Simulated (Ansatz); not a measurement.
# Converging the field response of a PbF2 (111) film, part 2 of 3

Which settings does the induced dipole of a PbF2 (111) film need, and which can be cut?

Ansatz 0.2.0; plane-wave DFT, PBE, Ansatz PAW (the session's first sound run).

So far, equivalent conductor thickness p/(ε₀AE) (Å): step 2 (run, setting first choice) 7.24; step 6 (run, box 26.6 Å (run 3)) 7.41; step 7 (run, box 26.6 Å (run 4)) 7.25; step 8 (run, box 26.6 Å (run 5)) 7.24; step 9 (run, box 26.6 Å (run 6)) 7.24.

**10. Run, box 18.6 Å**

The cell differs from the one that the last finished run ended in (c 26.574 → 18.574 Å).

Contents of input.yaml:

```yaml
crystal:
  lattice:
    - [4.20021428, 0.0, 0.0]
    - [-2.10010714, 3.63749227, 0.0]
    - [0.0, 0.0, 18.5736514975]
  atoms:
    - { symbol: F, position: [0.66666667, 0.33333333, 0.2691985472] }
    - { symbol: Pb, position: [0.33333333, 0.66666667, 0.3153588378] }
    - { symbol: F, position: [0.0, 0.0, 0.3615191283] }
    - { symbol: F, position: [0.33333333, 0.66666667, 0.4538397094] }
    - { symbol: Pb, position: [0.0, 0.0, 0.5] }
    - { symbol: F, position: [0.66666667, 0.33333333, 0.5461602906] }
    - { symbol: F, position: [0.0, 0.0, 0.6384808717] }
    - { symbol: Pb, position: [0.66666667, 0.33333333, 0.6846411622] }
    - { symbol: F, position: [0.33333333, 0.66666667, 0.7308014528] }
kpoints:
  mp_grid: { grid: [6, 6, 1] }
hamiltonian:
  xc: pbe
scf:
  occupations: { method: fixed }
  convergence: { dr2_threshold: 1.0e-10 }
efield:
  axis: 3
  dipole_correction: true
  ramp_position: 0.97
  ramp_width: 0.06
  amplitude: 0.1
output:
  write_potential: true
  write_density: true
  volumetric_format: npy
```

Launch:

```console
$ ansatz run input.yaml --threads 2 --pin off --max-ram 3072MiB --backend cpu --events-out ev --progress --plain --runs-dir out
```

Numbers of over 12 decimals in the logs are rounded to 6 here.

Log:

```text
[...]
Crystal: 9 atoms, lattice volume = 283.773 Å³
Basis set: ecut = 420 eV, 5433 PW (Γ)
Bands: 51, of which v1, the nominal top of the filled ones, is band 42 counted from 1 (41 counted from 0)
Symmetry: 6 space group operations
k-points: 7 of 36 (time reversal used)
[...]
k-point 0: bands = [... 38 lower, -1.9201, -1.6530, -1.4097, -1.0521, 3.9103, 4.1541, 5.1869, 6.2912, ... 5 higher]
  k-point 1: bands = [... 38 lower, -1.7667, -1.4761, -1.2141, -0.9242, 4.0942, 4.3119, 5.0736, 5.5648, ... 5 higher]
  k-point 2: bands = [... 38 lower, -1.5456, -1.0862, -0.7738, -0.5692, 4.0381, 4.6178, 4.8212, 5.2047, ... 5 higher]
  k-point 6: bands = [... 38 lower, -1.4294, -0.7184, -0.4745, -0.2628, 4.9310, 5.0450, 5.3137, 5.6658, ... 5 higher]
[key lines of the parts left out:]
SCF converged after 14 iterations
Free energy (F): -40573.706350 eV
Fermi energy:    -0.262826 eV
Dipole field:    D = 0.038968 V/Å  (p = 0.061111 e·Å, saw-weighted, corrected)
```

The job ended after 13 s (2 threads of Arm Neoverse N1, shared host; peak memory 0.48 GiB; 26 s of CPU time).

The dipole corresponds to a conductor 7.238 Å thick, -0.00 % from the first choice, at 0.71 times its CPU time.

**11. Run, box 22.6 Å**

The cell differs from the one that the last finished run ended in (c 18.574 → 22.574 Å).

input.yaml, the sections that differ from step 10:

```yaml
crystal:
  lattice:
    - [4.20021428, 0.0, 0.0]
    - [-2.10010714, 3.63749227, 0.0]
    - [0.0, 0.0, 22.5736514975]
  atoms:
    - { symbol: F, position: [0.66666667, 0.33333333, 0.3100960428] }
    - { symbol: Pb, position: [0.33333333, 0.66666667, 0.3480768342] }
    - { symbol: F, position: [0.0, 0.0, 0.3860576257] }
    - { symbol: F, position: [0.33333333, 0.66666667, 0.4620192086] }
    - { symbol: Pb, position: [0.0, 0.0, 0.5] }
    - { symbol: F, position: [0.66666667, 0.33333333, 0.5379807914] }
    - { symbol: F, position: [0.0, 0.0, 0.6139423743] }
    - { symbol: Pb, position: [0.66666667, 0.33333333, 0.6519231658] }
    - { symbol: F, position: [0.33333333, 0.66666667, 0.6899039572] }
# kpoints, hamiltonian, scf, efield, output: as in step 10
```

Log:

```text
[...]
Crystal: 9 atoms, lattice volume = 344.886 Å³
Basis set: ecut = 420 eV, 6633 PW (Γ)
Bands: 51, of which v1, the nominal top of the filled ones, is band 42 counted from 1 (41 counted from 0)
Symmetry: 6 space group operations
k-points: 7 of 36 (time reversal used)
[...]
k-point 0: bands = [... 38 lower, -3.1136, -2.8466, -2.6033, -2.2458, 2.7153, 2.9624, 3.9861, 5.0976, ... 5 higher]
  k-point 1: bands = [... 38 lower, -2.9602, -2.6697, -2.4076, -2.1178, 2.9003, 3.1184, 3.8756, 4.3764, ... 5 higher]
  k-point 2: bands = [... 38 lower, -2.7391, -2.2798, -1.9673, -1.7628, 2.8447, 3.4236, 3.6266, 4.0127, ... 5 higher]
  k-point 6: bands = [... 38 lower, -2.6230, -1.9120, -1.6680, -1.4563, 3.7374, 3.8514, 4.1202, 4.4724, ... 5 higher]
[key lines of the parts left out:]
SCF converged after 14 iterations
Free energy (F): -40573.706520 eV
Fermi energy:    -1.456299 eV
Dipole field:    D = 0.032066 V/Å  (p = 0.061116 e·Å, saw-weighted, corrected)
```

Run time: 16 s. Hardware: 2 threads; peak memory 0.54 GiB; 31 s of CPU time.

The dipole corresponds to a conductor 7.238 Å thick, +0.01 % from the first choice, at 0.86 times its CPU time.

**12. Single point, box 34.6 Å**

The cell differs from the one that the last finished run ended in (c 22.574 → 34.574 Å).

input.yaml, the sections that differ from step 11:

```yaml
crystal:
  lattice:
    - [4.20021428, 0.0, 0.0]
    - [-2.10010714, 3.63749227, 0.0]
    - [0.0, 0.0, 34.5736514975]
  atoms:
    - { symbol: F, position: [0.66666667, 0.33333333, 0.3760088807] }
    - { symbol: Pb, position: [0.33333333, 0.66666667, 0.4008071045] }
    - { symbol: F, position: [0.0, 0.0, 0.4256053284] }
    - { symbol: F, position: [0.33333333, 0.66666667, 0.4752017761] }
    - { symbol: Pb, position: [0.0, 0.0, 0.5] }
    - { symbol: F, position: [0.66666667, 0.33333333, 0.5247982239] }
    - { symbol: F, position: [0.0, 0.0, 0.5743946716] }
    - { symbol: Pb, position: [0.66666667, 0.33333333, 0.5991928955] }
    - { symbol: F, position: [0.33333333, 0.66666667, 0.6239911193] }
# kpoints, hamiltonian, scf, efield, output: as in step 11
```

Log:

```text
[...]
Crystal: 9 atoms, lattice volume = 528.225 Å³
Basis set: ecut = 420 eV, 10165 PW (Γ)
Bands: 51, of which v1, the nominal top of the filled ones, is band 42 counted from 1 (41 counted from 0)
Symmetry: 6 space group operations
k-points: 7 of 36 (time reversal used)
[...]
k-point 0: bands = [... 38 lower, -5.0371, -4.7701, -4.5268, -4.1692, 0.7920, 1.0391, 2.0621, 3.0013, ... 5 higher]
  k-point 1: bands = [... 38 lower, -4.8837, -4.5931, -4.3311, -4.0412, 0.9771, 1.1951, 1.9520, 2.4537, ... 5 higher]
  k-point 2: bands = [... 38 lower, -4.6627, -4.2031, -3.8908, -3.6862, 0.9214, 1.5003, 1.7033, 2.0895, ... 5 higher]
  k-point 6: bands = [... 38 lower, -4.5464, -3.8352, -3.5915, -3.3798, 1.8141, 1.9281, 2.1967, 2.5490, ... 5 higher]
[key lines of the parts left out:]
SCF converged after 13 iterations
Free energy (F): -40573.706249 eV
Fermi energy:    -3.379797 eV
Dipole field:    D = 0.020934 V/Å  (p = 0.061109 e·Å, saw-weighted, corrected)
```

The job ended after 24 s (2 threads; peak memory 0.71 GiB; 46 s of CPU time).

The dipole corresponds to a conductor 7.238 Å thick, -0.01 % from the first choice, at 1.3 times its CPU time.

**13. Single point, box 26.6 Å (run 2)**

input.yaml, the sections that differ from step 12:

```yaml
crystal:
  lattice:
    - [4.20021428, 0.0, 0.0]
    - [-2.10010714, 3.63749227, 0.0]
    - [0.0, 0.0, 26.5736514975]
  atoms:
    - { symbol: F, position: [0.66666667, 0.33333333, 0.3386813438] }
    - { symbol: Pb, position: [0.33333333, 0.66666667, 0.3709450751] }
    - { symbol: F, position: [0.0, 0.0, 0.4032088063] }
    - { symbol: F, position: [0.33333333, 0.66666667, 0.4677362688] }
    - { symbol: Pb, position: [0.0, 0.0, 0.5] }
    - { symbol: F, position: [0.66666667, 0.33333333, 0.5322637312] }
    - { symbol: F, position: [0.0, 0.0, 0.5967911937] }
    - { symbol: Pb, position: [0.66666667, 0.33333333, 0.6290549249] }
    - { symbol: F, position: [0.33333333, 0.66666667, 0.6613186562] }
efield:
  axis: 3
  dipole_correction: true
  ramp_position: 0.97
  ramp_width: 0.06
  amplitude: 0.005
# kpoints, hamiltonian, scf, output: as in step 12
```

Log:

```text
[...]
Crystal: 9 atoms, lattice volume = 405.999 Å³
Basis set: ecut = 420 eV, 7775 PW (Γ)
Bands: 51, of which v1, the nominal top of the filled ones, is band 42 counted from 1 (41 counted from 0)
Symmetry: 6 space group operations
k-points: 7 of 36 (time reversal used)
[...]
k-point 0: bands = [... 38 lower, -4.0643, -3.5971, -3.5183, -3.0869, 1.9503, 2.0657, 3.1527, 4.2705, ... 5 higher]
  k-point 1: bands = [... 38 lower, -3.8526, -3.4784, -3.2557, -2.9719, 2.1456, 2.2118, 3.0499, 3.5390, ... 5 higher]
  k-point 2: bands = [... 38 lower, -3.6745, -3.1087, -2.7416, -2.6629, 2.0221, 2.5908, 2.8075, 3.1634, ... 5 higher]
  k-point 6: bands = [... 38 lower, -3.5720, -2.7460, -2.4013, -2.3907, 2.9616, 2.9673, 3.2978, 3.7256, ... 5 higher]
[key lines of the parts left out:]
SCF converged after 13 iterations
Free energy (F): -40573.703444 eV
Fermi energy:    -2.390708 eV
Dipole field:    D = 0.001362 V/Å  (p = 0.003055 e·Å, saw-weighted, corrected)
```

Elapsed: 18 s, on 2 threads; peak memory 0.59 GiB.

The dipole corresponds to a conductor 7.236 Å thick, -0.03 % from the first choice, at 0.94 times its CPU time.

**14. Run, box 26.6 Å (run 7)**

Changes to input.yaml since step 13:

```diff
@@ -27,3 +27,3 @@
   ramp_width: 0.06
-  amplitude: 0.005
+  amplitude: 0.03
 output:
```

Log:

```text
[...]
Crystal: 9 atoms, lattice volume = 405.999 Å³
Basis set: ecut = 420 eV, 7775 PW (Γ)
Bands: 51, of which v1, the nominal top of the filled ones, is band 42 counted from 1 (41 counted from 0)
Symmetry: 6 space group operations
k-points: 7 of 36 (time reversal used)
[...]
k-point 0: bands = [... 38 lower, -4.0336, -3.6100, -3.5056, -3.0862, 1.9416, 2.0739, 3.1526, 4.2699, ... 5 higher]
  k-point 1: bands = [... 38 lower, -3.8448, -3.4808, -3.2543, -2.9701, 2.1332, 2.2236, 3.0491, 3.5393, ... 5 higher]
  k-point 2: bands = [... 38 lower, -3.6526, -3.1091, -2.7504, -2.6536, 2.0211, 2.5907, 2.8061, 3.1649, ... 5 higher]
  k-point 6: bands = [... 38 lower, -3.5417, -2.7460, -2.4278, -2.3643, 2.9470, 2.9812, 3.2968, 3.7031, ... 5 higher]
[key lines of the parts left out:]
SCF converged after 14 iterations
Free energy (F): -40573.703711 eV
Fermi energy:    -2.364258 eV
Dipole field:    D = 0.008171 V/Å  (p = 0.018334 e·Å, saw-weighted, corrected)
```

Elapsed: 19 s, on 2 threads; peak memory 0.59 GiB; 37 s of CPU time.

The dipole corresponds to a conductor 7.238 Å thick, -0.00 % from the first choice, at 1.00 times its CPU time.

**15. Run, box 26.6 Å (run 8)**

Changes to input.yaml since step 14:

```diff
@@ -27,3 +27,3 @@
   ramp_width: 0.06
-  amplitude: 0.03
+  amplitude: 0.3
 output:
```

Log:

```text
[...]
Crystal: 9 atoms, lattice volume = 405.999 Å³
Basis set: ecut = 420 eV, 7775 PW (Γ)
Bands: 51, of which v1, the nominal top of the filled ones, is band 42 counted from 1 (41 counted from 0)
Symmetry: 6 space group operations
k-points: 7 of 36 (time reversal used)
[...]
k-point 0: bands = [... 38 lower, -3.7037, -3.7037, -3.2444, -3.0109, 1.6480, 2.3128, 3.0338, 3.2432, ... 5 higher]
  k-point 1: bands = [... 38 lower, -3.6535, -3.5459, -3.1805, -2.8164, 1.8367, 2.4604, 2.9676, 3.4338, ... 5 higher]
  k-point 2: bands = [... 38 lower, -3.3499, -3.1679, -2.9315, -2.3981, 1.9249, 2.5571, 2.7230, 3.2706, ... 5 higher]
  k-point 6: bands = [... 38 lower, -3.2156, -2.7445, -2.7147, -2.0800, 2.7590, 3.0966, 3.2024, 3.4471, ... 5 higher]
[key lines of the parts left out:]
SCF converged after 14 iterations
Free energy (F): -40573.730941 eV
Fermi energy:    -2.080002 eV
Dipole field:    D = 0.081737 V/Å  (p = 0.183393 e·Å, saw-weighted, corrected)
```

Run time: 19 s. Hardware: 2 threads; peak memory 0.59 GiB; 37 s of CPU time.

The dipole corresponds to a conductor 7.240 Å thick, +0.03 % from the first choice, at 1.0 times its CPU time.

**16. Run, box 26.6 Å (run 9)**

Changes to input.yaml since step 15:

```diff
@@ -21,3 +21,3 @@
   occupations: { method: fixed }
-  convergence: { dr2_threshold: 1.0e-10 }
+  convergence: { dr2_threshold: 0.0001 }
 efield:
@@ -27,3 +27,3 @@
   ramp_width: 0.06
-  amplitude: 0.3
+  amplitude: 0.1
 output:
```

Log:

```text
[...]
Crystal: 9 atoms, lattice volume = 405.999 Å³
Basis set: ecut = 420 eV, 7775 PW (Γ)
Bands: 51, of which v1, the nominal top of the filled ones, is band 42 counted from 1 (41 counted from 0)
Symmetry: 6 space group operations
k-points: 7 of 36 (time reversal used)
[...]
k-point 0: bands = [... 38 lower, -3.9466, -3.6798, -3.4362, -3.0793, 1.8818, 2.1288, 3.1518, 4.1792, ... 5 higher]
  k-point 1: bands = [... 38 lower, -3.7934, -3.5029, -3.2407, -2.9512, 2.0669, 2.2845, 3.0416, 3.5430, ... 5 higher]
  k-point 2: bands = [... 38 lower, -3.5723, -3.1131, -2.8006, -2.5962, 2.0109, 2.5898, 2.7929, 3.1792, ... 5 higher]
  k-point 6: bands = [... 38 lower, -3.4559, -2.7452, -2.5012, -2.2897, 2.9038, 3.0177, 3.2866, 3.6386, ... 5 higher]
[key lines of the parts left out:]
SCF converged after 8 iterations
Free energy (F): -40573.706490 eV
Fermi energy:    -2.289731 eV
Dipole field:    D = 0.027242 V/Å  (p = 0.061122 e·Å, saw-weighted, corrected)
```

Elapsed: 16 s, on 2 threads; peak memory 0.59 GiB.

The dipole corresponds to a conductor 7.239 Å thick, +0.02 % from the first choice, at 0.87 times its CPU time.

**17. Single point, box 26.6 Å (run 3)**

Changes to input.yaml since step 16:

```diff
@@ -21,3 +21,3 @@
   occupations: { method: fixed }
-  convergence: { dr2_threshold: 0.0001 }
+  convergence: { dr2_threshold: 1.0e-06 }
 efield:
```

Log:

```text
[...]
Crystal: 9 atoms, lattice volume = 405.999 Å³
Basis set: ecut = 420 eV, 7775 PW (Γ)
Bands: 51, of which v1, the nominal top of the filled ones, is band 42 counted from 1 (41 counted from 0)
Symmetry: 6 space group operations
k-points: 7 of 36 (time reversal used)
[...]
k-point 0: bands = [... 38 lower, -3.9478, -3.6810, -3.4375, -3.0799, 1.8815, 2.1287, 3.1516, 4.1789, ... 5 higher]
  k-point 1: bands = [... 38 lower, -3.7945, -3.5040, -3.2419, -2.9520, 2.0665, 2.2845, 3.0414, 3.5429, ... 5 higher]
  k-point 2: bands = [... 38 lower, -3.5734, -3.1140, -2.8016, -2.5969, 2.0107, 2.5895, 2.7925, 3.1790, ... 5 higher]
  k-point 6: bands = [... 38 lower, -3.4571, -2.7460, -2.5023, -2.2904, 2.9034, 3.0175, 3.2861, 3.6380, ... 5 higher]
[key lines of the parts left out:]
SCF converged after 10 iterations
Free energy (F): -40573.706492 eV
Fermi energy:    -2.290409 eV
Dipole field:    D = 0.027261 V/Å  (p = 0.061166 e·Å, saw-weighted, corrected)
```

Elapsed: 18 s, on 2 threads; peak memory 0.59 GiB.

The dipole corresponds to a conductor 7.244 Å thick, +0.09 % from the first choice, at 0.95 times its CPU time.

**18. Run, box 26.6 Å (run 10)**

Changes to input.yaml since step 17:

```diff
@@ -21,3 +21,3 @@
   occupations: { method: fixed }
-  convergence: { dr2_threshold: 1.0e-06 }
+  convergence: { dr2_threshold: 1.0e-08 }
 efield:
```

Log:

```text
[...]
Crystal: 9 atoms, lattice volume = 405.999 Å³
Basis set: ecut = 420 eV, 7775 PW (Γ)
Bands: 51, of which v1, the nominal top of the filled ones, is band 42 counted from 1 (41 counted from 0)
Symmetry: 6 space group operations
k-points: 7 of 36 (time reversal used)
[...]
k-point 0: bands = [... 38 lower, -3.9477, -3.6806, -3.4373, -3.0798, 1.8816, 2.1287, 3.1516, 4.1791, ... 5 higher]
  k-point 1: bands = [... 38 lower, -3.7943, -3.5037, -3.2417, -2.9519, 2.0666, 2.2845, 3.0415, 3.5429, ... 5 higher]
  k-point 2: bands = [... 38 lower, -3.5733, -3.1138, -2.8014, -2.5968, 2.0107, 2.5896, 2.7926, 3.1790, ... 5 higher]
  k-point 6: bands = [... 38 lower, -3.4570, -2.7459, -2.5020, -2.2903, 2.9035, 3.0175, 3.2862, 3.6381, ... 5 higher]
[key lines of the parts left out:]
SCF converged after 11 iterations
Free energy (F): -40573.706492 eV
Fermi energy:    -2.290325 eV
Dipole field:    D = 0.027234 V/Å  (p = 0.061104 e·Å, saw-weighted, corrected)
```

Run time: 18 s. Hardware: 2 threads; peak memory 0.59 GiB.

The dipole corresponds to a conductor 7.237 Å thick, -0.01 % from the first choice, at 0.93 times its CPU time.

**19. Run, box 26.6 Å (run 11)**

This step: plane-wave DFT, LDA, Ansatz PAW (Ansatz 0.2.0).

Changes to input.yaml since step 18:

```diff
@@ -18,6 +18,6 @@
 hamiltonian:
-  xc: pbe
+  xc: lda
 scf:
   occupations: { method: fixed }
-  convergence: { dr2_threshold: 1.0e-08 }
+  convergence: { dr2_threshold: 1.0e-10 }
 efield:
```

Log:

```text
[...]
Crystal: 9 atoms, lattice volume = 405.999 Å³
Basis set: ecut = 420 eV, 7775 PW (Γ)
Bands: 51, of which v1, the nominal top of the filled ones, is band 42 counted from 1 (41 counted from 0)
Symmetry: 6 space group operations
k-points: 7 of 36 (time reversal used)
[...]
k-point 0: bands = [... 38 lower, -4.3730, -4.0780, -3.8384, -3.4881, 1.3727, 1.6119, 2.5996, 3.6755, ... 5 higher]
  k-point 1: bands = [... 38 lower, -4.2044, -3.9062, -3.6500, -3.3654, 1.5511, 1.7551, 2.4869, 2.9826, ... 5 higher]
  k-point 2: bands = [... 38 lower, -3.9737, -3.5301, -3.2184, -3.0174, 1.4398, 2.0350, 2.2437, 2.6566, ... 5 higher]
  k-point 6: bands = [... 38 lower, -3.8520, -3.1638, -2.9232, -2.7155, 2.3677, 2.4694, 2.7227, 3.0806, ... 5 higher]
[key lines of the parts left out:]
SCF converged after 13 iterations
Free energy (F): -39572.801389 eV
Fermi energy:    -2.715500 eV
Dipole field:    D = 0.027339 V/Å  (p = 0.061340 e·Å, saw-weighted, corrected)
```

Run time: 18 s. Hardware: 2 threads; peak memory 0.57 GiB; 35 s of CPU time.

The dipole corresponds to a conductor 7.265 Å thick, +0.37 % from the first choice, at 0.97 times its CPU time.

(Part 2 of 3 ends here.)

[Logs are printed without paths, hosts, clocks, repeated set-up lines and the standing remarks that a program may print on its own settings, such as how far it seeks lower states.]

[Hosts, paths, dates, database ids (printed as entryN), source tags and the programs' standing remarks are cut or masked in the printed files.]

[Maps of the electrostatic potential energy from Ansatz leave out the sawtooth potential of an applied field or a dipole correction, so their vacuum need not be flat; planar profiles and work functions include it.]
